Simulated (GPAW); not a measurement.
**A Li chain with a Pt atom on top of one atom: transmission at several levels**

How well does a Li chain with a Pt atom on top of one atom conduct at low bias, and how far do basis and functional move the answer?

Calculated with GPAW 26.7.0; GPAW LCAO, PAW setups; Landauer transmission from Green's functions with principal layers (ASE), zero bias.

Report form: the programs' logs are mostly left out.

## 1. The structure

The cell holds 12 atoms: 11 Li and 1 Pt. Its edges and angles: a = 9.000 Å, b = 9.000 Å, c = 32.450 Å, α = 90.0°, β = 90.0°, γ = 90.0°. Regions: left lead, 5 atoms (5 Li); channel, 2 atoms (1 Li and 1 Pt); right lead, 5 atoms (5 Li). Vacuum lies along a and b. The structure is stacked along c, and the current runs across the ab planes.

## 2. GPAW, dzp

Localised orbitals split the wire into layers that couple to their neighbours alone, which is what the Green's function method needs; double zeta with polarisation is the usual level for numbers.

run.py reads:

```python
import json
import numpy as np
from ase import Atoms
from ase.transport.calculators import TransportCalculator
from gpaw import GPAW, FermiDirac
from gpaw.lcao.tools import get_lcao_hamiltonian
from scipy.linalg import eigh

# The junction with lead layers at both ends, along the third cell vector
device = Atoms(
    ['Li', 'Li', 'Li', 'Li', 'Li', 'Li', 'Pt', 'Li', 'Li', 'Li', 'Li', 'Li'],
    positions=[
        [4.50000, 4.50000, 1.47500],
        [4.50000, 4.50000, 4.42500],
        [4.50000, 4.50000, 7.37500],
        [4.50000, 4.50000, 10.32500],
        [4.50000, 4.50000, 13.27500],
        [4.50000, 4.50000, 16.22500],
        [6.95800, 4.50000, 16.22500],
        [4.50000, 4.50000, 19.17500],
        [4.50000, 4.50000, 22.12500],
        [4.50000, 4.50000, 25.07500],
        [4.50000, 4.50000, 28.02500],
        [4.50000, 4.50000, 30.97500]],
    cell=[[9.0, 0.0, 0.0], [0.0, 9.0, 0.0], [0.0, 0.0, 32.45]],
    pbc=True)

# One principal layer of the lead: the first 3 atoms of the device
lead = Atoms(
    ['Li', 'Li', 'Li'],
    positions=[
        [4.50000, 4.50000, 1.47500],
        [4.50000, 4.50000, 4.42500],
        [4.50000, 4.50000, 7.37500]],
    cell=[[9.0, 0.0, 0.0], [0.0, 9.0, 0.0], [0.0, 0.0, 8.85]],
    pbc=True)

settings = dict(mode='lcao', basis='dzp', xc='PBE', h=0.2,
                occupations=FermiDirac(0.1), maxiter=250,
                mixer=dict(beta=0.1, nmaxold=8, weight=100.0),
                convergence=dict(density=0.0001))
energies = np.arange(-3, 3 + 1e-9, 0.075)
eta = 0.0001
n1, n2 = 1, 1
# k and -k transmit alike, so half of the mesh across the current serves
mesh = [(i, j) for i in range(n1) for j in range(n2) if (i, j) <= (-i % n1, -j % n2)]
weights = np.array([1 if (i, j) == (-i % n1, -j % n2) else 2 for i, j in mesh]) / (n1 * n2)

# [... helper functions left out ...]
fermi_lead = ground_state(lead, (1, 1, 13), 'lead.txt')
fermi_device = ground_state(device, (1, 1, 3), 'device.txt')
# [... loop over the mesh left out, but for ...]
        # Shift the lead onto the potential of the device's first layer
        shift = ((H[:, 0, 0] - H0[:, 0, 0]) / S0[0, 0]).real.mean()
# [...]
kT = 8.617333e-5 * 300
bias = [0.1, 0.2, 0.5, 1.0, 1.5, 2.0]
# [... integrals and printing left out ...]
```

Started as:

```
$ OMP_NUM_THREADS=1 OPENBLAS_NUM_THREADS=1 python run.py
```

Run time: 35 s. Hardware: 1 thread of Arm Neoverse V1, shared host; peak memory 0.99 GiB.

This step gave:

| Item | Value |
| --- | --- |
| conductance | 0.1005 G₀ |
| thermopower | 15.14 μV/K |
| largest coupling past the next principal layer | 1.28e-8 eV |
| largest misfit of the first principal layer | 0.02261 eV |
| shift that aligns the lead | -5.70e-4 eV |
| basis functions of the junction | 82 |
| basis functions of a principal layer | 15 |
| transmission at the Fermi level (one spin) | 0.1032 |

One spin. Table of transmission, zone mean by energy, zero at the Fermi level:

| energy (eV) | transmission, zone mean |
| --- | --- |
| -3.00 | 0 |
| -2.77 | 0 |
| -2.55 | 0 |
| -2.40 | 0 |
| -2.17 | 0 |
| -1.95 | 0 |
| -1.73 | 0 |
| -1.57 | 0 |
| -1.35 | 0 |
| -1.12 | 0 |
| -0.90 | 0 |
| -0.75 | 0.0472 |
| -0.60 | 0.921 |
| -0.53 | 0.280 |
| -0.30 | 0.107 |
| -0.07 | 0.114 |
| 0.00 | 0.103 |
| 0.07 | 0.0832 |
| 0.30 | 0.00608 |
| 0.53 | 0.130 |
| 0.75 | 0.710 |
| 0.90 | 0.918 |
| 1.12 | 0.987 |
| 1.35 | 0.995 |
| 1.57 | 0.989 |
| 1.73 | 0.971 |
| 1.95 | 0.875 |
| 2.17 | 0.520 |
| 2.40 | 3.9e-9 |
| 2.55 | 1.9e-10 |
| 2.77 | 6.2e-12 |
| 3.00 | 0 |

Not self-consistent under bias; the bias window is split evenly. Current through one cell, from the zero-bias transmission against bias:

| bias (V) | current through one cell, from the zero-bias transmission (μA) |
| --- | --- |
| 0.100 | 0.774 |
| 0.200 | 1.52 |
| 0.500 | 3.38 |
| 1.000 | 6.48 |
| 1.500 | 20.2 |
| 2.000 | 37.1 |

Table of transmission of the three most open eigenchannels by energy, zero at the Fermi level:

| energy (eV) | channel 1 | channel 2 = channel 3 |
| --- | --- | --- |
| -0.9750 | 0 | 0 |
| -0.7500 | 0.0472 | 0 |
| -0.5250 | 0.280 | 0 |
| -0.2250 | 0.113 | 0 |
| 0.0000 | 0.103 | 0 |
| 0.2250 | 0.0284 | 0 |
| 0.5250 | 0.130 | 0 |
| 0.7500 | 0.710 | 0 |
| 0.9750 | 0.957 | 0 |
| 1.2750 | 0.994 | 0 |
| 1.5000 | 0.993 | 0 |
| 1.7250 | 0.971 | 0 |
| 2.0250 | 0.802 | 0 |
| 2.2500 | 0.275 | 0 |
| 2.4750 | 6.2e-10 | 0 |

Couplings past the next layer reach 1.3e-8 eV, small enough to drop; the matrix elements of the cell's first layer differ from the bulk lead's by up to 0.023 eV. That layer keeps its own values in the calculation, and only beyond it is the lead taken as perfect. The Fermi levels of lead and junction count from different zeros of potential, one for each periodic cell; with both set to zero, the small remaining shift is what aligns them. Without spin-orbit coupling, which is large for these atoms, channel counts and T are those of the scalar-relativistic bands. By hand: G = 0.1005 × 77.48 μS = 7.79 μS, a resistance of 128 kΩ; at 0.1 V a linear junction would pass 0.779 μA, and the integral over the bias window gives 0.774 μA. Mott's formula, S = -(π²/3)(k_B²T/e) d ln T/dE, has the prefactor 7.33 μV/K·eV at 300 K; T = 0.1142 at -0.075 eV and 0.08322 at 0.075 eV give a slope of -2.11 per eV and S = 15.5 μV/K, beside 15.1 μV/K from the thermal integral, which interpolates the same grid.

## 3. GPAW, szp: basis = "szp(dzp)"

One radial function a shell plus polarisation makes the matrices smaller; the question is what that costs.

Changes to run.py since step 2:

```diff
@@ -37,3 +37,3 @@
 
-settings = dict(mode='lcao', basis='dzp', xc='PBE', h=0.2,
+settings = dict(mode='lcao', basis='szp(dzp)', xc='PBE', h=0.2,
                 occupations=FermiDirac(0.1), maxiter=250,
```

It took 34 s on 1 thread; peak memory 0.98 GiB.

Numbers from this step:

```yaml
conductance: 0.1101 G₀
thermopower: 9.726 μV/K
largest_coupling_past_the_next_principal_layer: 1.26e-8 eV
largest_misfit_of_the_first_principal_layer: 0.02234 eV
shift_that_aligns_the_lead: -0.001369 eV
basis_functions_of_the_junction: 59
basis_functions_of_a_principal_layer: 12
transmission_at_the_fermi_level_one_spin: 0.1133
```

One spin. Transmission, zone mean against energy, zero at the Fermi level:

| energy (eV) | transmission, zone mean |
| --- | --- |
| -3.00 | 0 |
| -2.77 | 0 |
| -2.55 | 0 |
| -2.40 | 0 |
| -2.17 | 0 |
| -1.95 | 0 |
| -1.73 | 0 |
| -1.57 | 0 |
| -1.35 | 0 |
| -1.12 | 0 |
| -0.90 | 1.3e-12 |
| -0.75 | 0.0257 |
| -0.60 | 0.940 |
| -0.53 | 0.333 |
| -0.30 | 0.0972 |
| -0.07 | 0.118 |
| 0.00 | 0.113 |
| 0.07 | 0.0970 |
| 0.30 | 0.0124 |
| 0.53 | 0.127 |
| 0.75 | 0.707 |
| 0.90 | 0.891 |
| 1.12 | 0.957 |
| 1.27 | 0.964 |
| 1.35 | 0.962 |
| 1.57 | 0.938 |
| 1.73 | 0.897 |
| 1.95 | 0.748 |
| 2.17 | 0.357 |
| 2.40 | 1.4e-9 |
| 2.55 | 9.7e-11 |
| 2.77 | 2.8e-12 |
| 3.00 | 0 |

Not self-consistent under bias; the bias window is split evenly. Table of current through one cell, from the zero-bias transmission by bias:

| bias (V) | current through one cell, from the zero-bias transmission (μA) |
| --- | --- |
| 0.100 | 0.847 |
| 0.200 | 1.66 |
| 0.500 | 3.63 |
| 1.000 | 6.68 |
| 1.500 | 21.2 |
| 2.000 | 37.7 |

The transmission of the three most open eigenchannels by energy, zero at the Fermi level:

| energy (eV) | channel 1 | channel 2 = channel 3 |
| --- | --- | --- |
| -3.00 | 0 | 0 |
| -2.77 | 0 | 0 |
| -2.55 | 0 | 0 |
| -2.40 | 0 | 0 |
| -2.17 | 0 | 0 |
| -1.95 | 0 | 0 |
| -1.73 | 0 | 0 |
| -1.57 | 0 | 0 |
| -1.35 | 0 | 0 |
| -1.12 | 0 | 0 |
| -0.90 | 1.3e-12 | 0 |
| -0.75 | 0.0257 | 0 |
| -0.53 | 0.333 | 0 |
| -0.30 | 0.0972 | 0 |
| -0.07 | 0.118 | 0 |
| 0.00 | 0.113 | 0 |
| 0.07 | 0.0970 | 0 |
| 0.30 | 0.0124 | 0 |
| 0.53 | 0.127 | 0 |
| 0.75 | 0.707 | 0 |
| 0.90 | 0.891 | 0 |
| 1.12 | 0.957 | 0 |
| 1.35 | 0.962 | 0 |
| 1.57 | 0.938 | 0 |
| 1.73 | 0.897 | 0 |
| 1.95 | 0.748 | 0 |
| 2.17 | 0.357 | 0 |
| 2.40 | 1.4e-9 | 0 |
| 2.55 | 9.7e-11 | 0 |
| 2.77 | 2.8e-12 | 0 |
| 3.00 | 0 | 0 |

The conductance, 0.110 G₀, lies 10 % above that of the dzp run.

## 4. Minimal basis

The minimal basis is the cheapest rung: no second zeta and no polarisation.

Changes to run.py since step 3:

```diff
@@ -37,3 +37,3 @@
 
-settings = dict(mode='lcao', basis='szp(dzp)', xc='PBE', h=0.2,
+settings = dict(mode='lcao', basis='sz(dzp)', xc='PBE', h=0.2,
                 occupations=FermiDirac(0.1), maxiter=250,
```

Wall time 25 s (1 thread); peak memory 0.92 GiB.

Numbers from this step:

- conductance: 0.08107 G₀
- largest coupling past the next principal layer: 1.25e-8 eV
- largest misfit of the first principal layer: 0.005194 eV
- shift that aligns the lead: -6.40e-4 eV
- basis functions of the junction: 23
- basis functions of a principal layer: 3
- transmission at the Fermi level (one spin): 0.08471

One spin. The transmission, zone mean by energy, zero at the Fermi level:

| energy (eV) | transmission, zone mean |
| --- | --- |
| -3.0000 | 0 |
| -2.7750 | 0 |
| -2.4750 | 0 |
| -2.2500 | 0 |
| -2.0250 | 0 |
| -1.7250 | 0 |
| -1.5000 | 0 |
| -1.2750 | 0 |
| -0.9750 | 0.678 |
| -0.8250 | 0.994 |
| -0.7500 | 0.993 |
| -0.5250 | 0.942 |
| -0.2250 | 0.00674 |
| -0.1500 | 0.130 |
| 0.0000 | 0.0847 |
| 0.2250 | 0.00140 |
| 0.5250 | 0.314 |
| 0.7500 | 0.692 |
| 0.9750 | 0.866 |
| 1.2750 | 0.939 |
| 1.5000 | 0.955 |
| 1.7250 | 0.961 |
| 2.0250 | 0.962 |
| 2.2500 | 0.960 |
| 2.4750 | 0.960 |
| 2.7750 | 0.996 |
| 3.0000 | 0.519 |

The conductance, 0.0811 G₀, lies 19 % below that of the dzp run.

## 5. LDA in the dzp basis: xc = "LDA"

Back in the dzp basis, the functional changes from PBE to LDA, to set the spread between functionals beside that between bases.

Changes to run.py since step 4:

```diff
@@ -37,3 +37,3 @@
 
-settings = dict(mode='lcao', basis='sz(dzp)', xc='PBE', h=0.2,
+settings = dict(mode='lcao', basis='dzp', xc='LDA', h=0.2,
                 occupations=FermiDirac(0.1), maxiter=250,
```

It took 31 s on 1 thread; peak memory 0.99 GiB.

Numbers from this step:

```
conductance                                    : 0.08112 G₀
thermopower                                    : 20.11 μV/K
largest coupling past the next principal layer : 5.76e-9 eV
largest misfit of the first principal layer    : 0.02094 eV
shift that aligns the lead                     : -3.86e-4 eV
basis functions of the junction                : 82
basis functions of a principal layer           : 15
transmission at the Fermi level (one spin)     : 0.08372
```

One spin. Transmission, zone mean against energy, zero at the Fermi level:

energy (eV), transmission, zone mean and a bar:
```
  -3.0000      0.000 
  -2.7750      0.000 
  -2.4750      0.000 
  -2.2500      0.000 
  -2.0250      0.000 
  -1.7250      0.000 
  -1.5000      0.000 
  -1.2750      0.000 
  -0.9750      0.000 
  -0.7500      0.006 
  -0.6000      0.939 ############################
  -0.5250      0.228 #######
  -0.2250      0.102 ###
   0.0000      0.084 ###
   0.2250      0.013 
   0.5250      0.201 ######
   0.7500      0.777 #######################
   0.9750      0.971 #############################
   1.2750      0.996 ##############################
   1.3500      0.996 ##############################
   1.5000      0.994 ##############################
   1.7250      0.968 #############################
   2.0250      0.730 ######################
   2.2500      0.000 
   2.4750      0.000 
   2.7750      0.000 
   3.0000      0.000
```

The conductance, 0.0811 G₀, lies 19 % below that of the dzp run.

## 6. The ladder

Times are for 1 thread of Arm Neoverse V1, shared host. The runs compared:

| no. | run | conductance (G₀) | time | memory (GiB) |
| --- | --- | --- | --- | --- |
| 1 | dzp | 0.1005 | 35 s | 0.99 |
| 2 | szp | 0.1101 | 34 s | 0.98 |
| 3 | sz | 0.08107 | 25 s | 0.92 |
| 4 | dzp LDA | 0.08112 | 31 s | 0.99 |

## 7. Comparison

The curves are compared point by point over the common energies.

This step: comparison of transmission and cost over codes and levels (GPAW 26.7.0).

Ladder, by row:

| step | code | T at the Fermi level (sum over the listed spins) | conductance (G0) | r.m.s. T(E) from the first | wall time (s) | peak memory (GiB) | threads |
| --- | --- | --- | --- | --- | --- | --- | --- |
| dzp | GPAW | 0.1032 | 0.1005 | 0 | 35.46 | 0.99 | 1 |
| szp | GPAW | 0.1133 | 0.1101 | 0.04496 | 33.59 | 0.98 | 1 |
| sz | GPAW | 0.08471 | 0.08107 | 0.3995 | 25.28 | 0.92 | 1 |
| dzp-LDA | GPAW | 0.08372 | 0.08112 | 0.05035 | 31.17 | 0.99 | 1 |

Transmission, zone mean, sum over the listed spins against energy, zero at the Fermi level:

| energy (eV) | dzp | szp | sz | dzp-LDA |
| --- | --- | --- | --- | --- |
| -3.0000 | 0 | 0 | 0 | 0 |
| -2.7750 | 0 | 0 | 0 | 0 |
| -2.4750 | 0 | 0 | 0 | 0 |
| -2.2500 | 0 | 0 | 0 | 0 |
| -2.0250 | 0 | 0 | 0 | 0 |
| -1.7250 | 0 | 0 | 0 | 0 |
| -1.5000 | 0 | 0 | 0 | 0 |
| -1.2750 | 0 | 0 | 0 | 0 |
| -0.9750 | 0 | 0 | 0.678 | 0 |
| -0.8250 | 2.3e-9 | 1.5e-10 | 0.994 | 1.1e-10 |
| -0.7500 | 0.0472 | 0.0257 | 0.993 | 0.00565 |
| -0.6000 | 0.921 | 0.940 | 0.985 | 0.939 |
| -0.5250 | 0.280 | 0.333 | 0.942 | 0.228 |
| -0.2250 | 0.113 | 0.105 | 0.00674 | 0.102 |
| 0.0000 | 0.103 | 0.113 | 0.0847 | 0.0837 |
| 0.2250 | 0.0284 | 0.0406 | 0.00140 | 0.0132 |
| 0.5250 | 0.130 | 0.127 | 0.314 | 0.201 |
| 0.7500 | 0.710 | 0.707 | 0.692 | 0.777 |
| 0.9750 | 0.957 | 0.928 | 0.866 | 0.971 |
| 1.2750 | 0.994 | 0.964 | 0.939 | 0.996 |
| 1.3500 | 0.995 | 0.962 | 0.946 | 0.996 |
| 1.5000 | 0.993 | 0.950 | 0.955 | 0.994 |
| 1.7250 | 0.971 | 0.897 | 0.961 | 0.968 |
| 2.0250 | 0.802 | 0.656 | 0.962 | 0.730 |
| 2.2500 | 0.275 | 0.128 | 0.960 | 7.5e-8 |
| 2.4750 | 6.2e-10 | 2.9e-10 | 0.960 | 1.3e-10 |
| 2.7750 | 6.2e-12 | 2.8e-12 | 0.996 | 2.0e-12 |
| 3.0000 | 1.7e-13 | 0 | 0.519 | 2.3e-13 |

## 8. Grid spacing 0.22, density threshold 1e-06, functional revPBE

The real-space grid carries density and potential; a coarse one breaks translation symmetry along the lead and scatters electrons that should pass. The Hamiltonian is taken from the last density. The density threshold is one of the tests that end the cycle; the energy must settle too, so a loose value may not be the test that decides. The functional moves levels against the Fermi level.

This step: GPAW LCAO, PAW setups; Landauer transmission from Green's functions with principal layers (ASE), zero bias (GPAW 26.7.0).

Changes to run.py since step 5:

```diff
@@ -37,6 +37,6 @@
 
-settings = dict(mode='lcao', basis='dzp', xc='LDA', h=0.2,
+settings = dict(mode='lcao', basis='dzp', xc='revPBE', h=0.22,
                 occupations=FermiDirac(0.1), maxiter=250,
                 mixer=dict(beta=0.1, nmaxold=8, weight=100.0),
-                convergence=dict(density=0.0001))
+                convergence=dict(density=1e-06))
 energies = np.arange(-3, 3 + 1e-9, 0.075)
```

The job ended after 34 s (1 thread; peak memory 0.77 GiB).

Numbers from this step:

```yaml
conductance: 0.1036 G₀
thermopower: 13.78 μV/K
largest_coupling_past_the_next_principal_layer: 1.32e-8 eV
largest_misfit_of_the_first_principal_layer: 0.02363 eV
shift_that_aligns_the_lead: -7.20e-4 eV
transmission_at_the_fermi_level_one_spin: 0.1062
```

One spin. The transmission, zone mean by energy, zero at the Fermi level:

| energy (eV) | transmission, zone mean |
| --- | --- |
| -3.00 | 0 |
| -2.85 | 0 |
| -2.70 | 0 |
| -2.55 | 0 |
| -2.33 | 0 |
| -2.17 | 0 |
| -2.02 | 0 |
| -1.88 | 0 |
| -1.73 | 0 |
| -1.57 | 0 |
| -1.35 | 0 |
| -1.20 | 0 |
| -1.05 | 0 |
| -0.90 | 0 |
| -0.75 | 0.0580 |
| -0.60 | 0.903 |
| -0.38 | 0.111 |
| -0.23 | 0.117 |
| -0.07 | 0.116 |
| 0.00 | 0.106 |
| 0.07 | 0.0874 |
| 0.23 | 0.0342 |
| 0.38 | 6.1e-5 |
| 0.60 | 0.262 |
| 0.75 | 0.666 |
| 0.90 | 0.900 |
| 1.05 | 0.971 |
| 1.20 | 0.989 |
| 1.35 | 0.993 |
| 1.57 | 0.988 |
| 1.73 | 0.972 |
| 1.88 | 0.930 |
| 2.02 | 0.832 |
| 2.17 | 0.616 |
| 2.33 | 0.192 |
| 2.55 | 5.1e-10 |
| 2.70 | 3.7e-11 |
| 2.85 | 3.9e-12 |
| 3.00 | 0 |

Not self-consistent under bias; the bias window is split evenly. Current through one cell, from the zero-bias transmission against bias:

| bias (V) | current through one cell, from the zero-bias transmission (μA) |
| --- | --- |
| 0.100 | 0.798 |
| 0.200 | 1.57 |
| 0.500 | 3.52 |
| 1.000 | 6.62 |
| 1.500 | 19.7 |
| 2.000 | 36.2 |

The transmission of the three most open eigenchannels by energy, zero at the Fermi level:

| energy (eV) | channel 1 | channel 2 = channel 3 |
| --- | --- | --- |
| -0.9750 | 0 | 0 |
| -0.7500 | 0.0580 | 0 |
| -0.5250 | 0.303 | 0 |
| -0.2250 | 0.117 | 0 |
| 0.0000 | 0.106 | 0 |
| 0.2250 | 0.0342 | 0 |
| 0.5250 | 0.0995 | 0 |
| 0.7500 | 0.666 | 0 |
| 0.9750 | 0.947 | 0 |
| 1.2750 | 0.992 | 0 |
| 1.5000 | 0.991 | 0 |
| 1.7250 | 0.972 | 0 |
| 2.0250 | 0.832 | 0 |
| 2.2500 | 0.434 | 0 |
| 2.4750 | 2.6e-9 | 0 |

The conductance, 0.104 G₀, lies 3.1 % above that of the dzp run.

## 9. Density threshold 0.001, smearing 0.3

The Hamiltonian is taken from the last density. The density threshold is one of the tests that end the cycle; the energy must settle too, so a loose value may not be the test that decides. Smearing helps the SCF of a metal converge, but it blurs occupations at band edges near the Fermi level.

Changes to run.py since step 8:

```diff
@@ -37,6 +37,6 @@
 
-settings = dict(mode='lcao', basis='dzp', xc='revPBE', h=0.22,
-                occupations=FermiDirac(0.1), maxiter=250,
+settings = dict(mode='lcao', basis='dzp', xc='PBE', h=0.2,
+                occupations=FermiDirac(0.3), maxiter=250,
                 mixer=dict(beta=0.1, nmaxold=8, weight=100.0),
-                convergence=dict(density=1e-06))
+                convergence=dict(density=0.001))
 energies = np.arange(-3, 3 + 1e-9, 0.075)
```

Elapsed: 31 s, on 1 thread; peak memory 0.99 GiB.

The run finished with changed settings (conv = 0.001 and width = 0.3); it serves as a test.

The two runs compared:

| quantity | this run | sound run | difference |
| --- | --- | --- | --- |
| conductance (G₀) | 0.078625 | 0.10054 | -0.0219 |
| thermopower (μV/K) | 22.921 | 15.141 | 7.78 |
| largest coupling past the next principal layer (eV) | 1.270e-8 | 1.280e-8 | -1.0e-10 |
| largest misfit of the first principal layer (eV) | 0.0050536 | 0.022615 | -0.0176 |
| shift that aligns the lead (eV) | -6.207e-4 | -5.697e-4 | -5.1e-5 |
| transmission at the Fermi level (one spin) | 0.080152 | 0.10324 | -0.0231 |

The two runs differ clearly in the thermopower: 22.9 μV/K against 15.1 μV/K.

## 10. What came out

```
conductance                                        : 0.101 G₀
transmission at the Fermi level, mean of the spins : 0.103
thermopower                                        : 15.1 μV/K
```

In the dzp basis the junction conducts 0.101 G₀ at 300 K, with T = 0.103 a spin at the Fermi level; the szp basis reaches that conductance within 10 %. At the Fermi level one eigenchannel carries the current (0.10). The positive thermopower says that the thermally weighted transmission is larger below the Fermi level, as for hole-like transport. Measured against the first run (dzp), the nearest curve is that of szp (r.m.s. 0.045) and the farthest that of sz (0.40). Over the compared runs wall time goes from 25 s (sz) to 35 s (dzp), on a shared host. The geometry was built from estimated bond lengths and not relaxed, so the numbers describe this model structure. The run had no spin polarisation, so a magnetic state, which chains and small molecules with open shells often have, wasn't tested. Spin-orbit coupling is left out, which matters for the heavy atoms here. An evenly spaced straight chain is an idealisation: free chains tend to dimerise, zigzag or, where a band edge lies near the Fermi level, turn magnetic. The currents use the zero-bias T(E) throughout, which holds only while the bias is small against the distance to the nearest feature. The energy step is wider than the thermal energy, so the conductance and thermopower rest on interpolation of T(E).

[Logs are printed without paths, hosts, clocks, repeated set-up lines and the standing remarks that a program may print on its own settings, such as how far it seeks lower states.]

[Hosts, paths, dates, database ids (printed as entryN), source tags and the programs' standing remarks are cut or masked in the printed files.]
